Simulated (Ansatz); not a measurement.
# The potential step between two gates: 2H-MoS2 3 layers, 2H (AA')

Two oppositely charged gates put a neutral stack in a displacement field D. The voltage between them is D/ε₀ times an electrical distance, shorter than the real one because the stack screens.

**Method.** Ansatz 0.2.0, plane waves with PAW datasets (its set soft_2), r2SCAN-D4; isolated slab, charged sheets 4 Å from the outer atoms behind model barriers, atoms held. Voltages count from the uncharged case.

```
  run  D/ε₀ (V/nm)  step in an electron's potential, upper less lower gate (eV)
run 1        0.000                                                        0.000
run 2        0.543                                                        0.459
run 3        1.086                                                        0.918
run 4        2.171                                                        1.837
run 5        4.343                                                            ?
```

**Question.** What value belongs in the row marked “?”, and how far can the other rows tell?

A least-squares line through the 4 rows shown has slope 0.8462 and intercept −0.0004; no row lies more than 0.001 eV off it. The size of the slope, 0.846 nm, is the electrical distance; the sheets are 2.360 nm apart, and screening reaches beyond the outer atoms. At 4.343 it gives 0.8462 × 4.343 + (−0.0004) = 3.675 eV, beyond the rows fitted. Rounding and scatter of the rows alone allow about ±0.003 eV there.

The run itself gives 3.669 eV: a miss of −0.006 eV, or 0.2 % of the value. Screening stays linear to within 1 % over this range.

**Limits.** The gates are model sheets, not atoms.

[Logs are printed without paths, hosts, clocks, repeated set-up lines and the standing remarks that a program may print on its own settings, such as how far it seeks lower states.]
